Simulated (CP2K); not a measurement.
Consider trifluoromethylethylene at its PBE geometry (Å).

```xyz
9

C    -1.2615    0.2517   -0.6202
C    -0.2264    0.5096    0.1785
C     0.9488   -0.4009    0.3449
F     0.8609   -1.5535   -0.3834
F     2.1081    0.2253   -0.0305
F     1.1264   -0.7559    1.6601
H    -2.0821    0.9626   -0.7087
H    -1.3190   -0.6652   -1.2056
H    -0.1553    1.4263    0.7651
```

Method: CP2K XAS_TDP, all-electron GAPW, PBEh(45%), aug-cc-pVDZ, TDA, GW2X-corrected core level, no relativity.

Question: Predict the bright core excitations at the C K edge.

Leading lines: C1 287.06 eV, C2 287.32 eV and C3 295.83 eV. The leading line of an atom is its first one with 35 % of the strongest within 2.5 eV of its lowest line over the strength cut. Core ionisation energies at this level: C2 293.33, C3 300.20 and C1 293.34 eV.

The first six lines of each atom with a strength over 0.0015:

```
                    atom  energy (eV)  states  strength, one atom  above the computed threshold
C1 (bonded to C and 2 H)       287.06       1              0.0539                              
                               291.10       1              0.0076                              
                               291.69       1              0.0173                              
                               292.49       1              0.0035                              
                               292.80       1              0.0069                              
                               293.32       1              0.0017                              
C2 (bonded to 2 C and H)       287.32       1              0.0474                              
                               291.09       1              0.0134                              
                               292.11       1              0.0038                              
                               292.99       1              0.0039                              
                               293.06       1              0.0022                              
                               293.55       1              0.0109                           yes
C3 (bonded to C and 3 F)       295.83       1              0.0415                              
                               296.96       1              0.0830                              
                               298.58       1              0.0245                              
                               298.87       1              0.0524                              
                               299.25       1              0.0127                              
                               299.41       1              0.0058
```

Lines are vertical, at one geometry, with no vibrational structure. GW2X ionisation energies and lines can be off by 1 to 2 eV either way, and a good line position may hide errors that cancel. These values hold no scalar relativity, about 0.1 eV for C 1s. Rydberg lines, and the discretised continuum above threshold, depend on the basis and the box.

[Banner, clock and machine lines of the logs are left out without a mark of their own.]

[Logs are printed without paths, hosts, clocks, repeated set-up lines and the standing remarks that a program may print on its own settings, such as how far it seeks lower states.]

[Hosts, paths, dates, database ids (printed as entryN), source tags and the programs' standing remarks are cut or masked in the printed files.]
